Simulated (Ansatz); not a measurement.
## Σ13 (111) twist boundary in Al (156 atoms): a reference run and its variants

The cell holds 156 atoms: 156 Al. Cell: a = 10.326 Å, b = 10.326 Å, c = 28.816 Å, α = 90.0°, β = 90.0°, γ = 60.0°. It derives from Al (fcc). Fcc Al (a = 4.05 Å); two grains turned against each other by 27.80 deg about [111]; 1 x 1 coincidence cells, 2 lattice periods a grain, two boundaries a cell, upper grain shifted by [0.305, 0.576] of the boundary cell and opened by 0.1 Å, one atom of each pair nearer than 1.575 Å removed; minimised with a classical potential (one cell length free). Regions: lower grain, 78 atoms (78 Al); upper grain, 78 atoms (78 Al).

Geometry: as built.

Reference run: Kohn-Sham DFT, PBE, PAW (set soft_2), plane waves (Ansatz 0.2.0), cutoff 420 eV, k-mesh 2×2×1, fermi-dirac smearing of 0.1 eV.

| Property | Result |
| --- | --- |
| r.m.s. force component | 0.03879 eV/Å |
| pressure | -1.559 GPa |
| spacing of highest filled and lowest empty level | 0.0254 eV |
| SCF cycles | 6 |
| time | 3.6 min on 4 threads of Arm Neoverse V2, shared host |

Q: Estimate how much each variant changes the results, and its time and memory.
- support functions medium
- support functions low
- support functions high
- support functions medium, radius 3.78 Å
- support functions medium, radius 4.09 Å
- support functions medium, radius 4.36 Å
- support functions medium, radius 4.67 Å
- support functions medium, radius 5.26 Å

Differences are against the plane-wave reference (Kohn-Sham DFT, PBE, PAW (set soft_2), plane waves), whose r.m.s. force component is 0.0388 eV/Å. Energies are set beside the reference only for runs with its functional, potentials and electron count. Times are for 4 threads of Arm Neoverse V2, shared host. The reference's time includes the DOS, the stress and grids, which some other runs skip.

| run | Δ force, r.m.s. (meV/Å) | share of r.m.s. force (%) | Δ energy (meV/atom) | cycles | time | host memory (GiB) |
| --- | --- | --- | --- | --- | --- | --- |
| reference | - | - | - | 6 | 3.6 min | 7.1 |
| support functions medium | 0.498 | 1.28 | -0.599 | 10 | 96 s | 4.5 |
| support functions low | 0.516 | 1.33 | -0.599 | 9 | 94 s | 4.5 |
| support functions high | 0.145 | 0.373 | -0.569 | 14 | 4.8 min | 5.9 |
| support functions medium, radius 3.78 Å | 0.676 | 1.74 | -0.595 | 10 | 90 s | 4.3 |
| support functions medium, radius 4.09 Å | 0.283 | 0.730 | -0.602 | 10 | 1.9 min | 4.7 |
| support functions medium, radius 4.36 Å | 0.21 | 0.541 | -0.603 | 10 | 2.2 min | 5.0 |
| support functions medium, radius 4.67 Å | 0.19 | 0.489 | -0.602 | 11 | 2.8 min | 5.5 |
| support functions medium, radius 5.26 Å | 0.169 | 0.437 | -0.602 | 11 | 4.2 min | 6.8 |

Among numerical settings the force difference runs from 0.14 meV/Å (support functions high) to 0.68 meV/Å (support functions medium, radius 3.78 Å). Differences between support functions and plane waves include what basis error the plane-wave run still has. As the radius goes from 3.78 to 5.26 Å, the force difference goes from 0.68 to 0.17 meV/Å, and the time from 90 s to 4.2 min. 

[Hosts, paths, dates, database ids (printed as entryN), source tags and the programs' standing remarks are cut or masked in the printed files.]
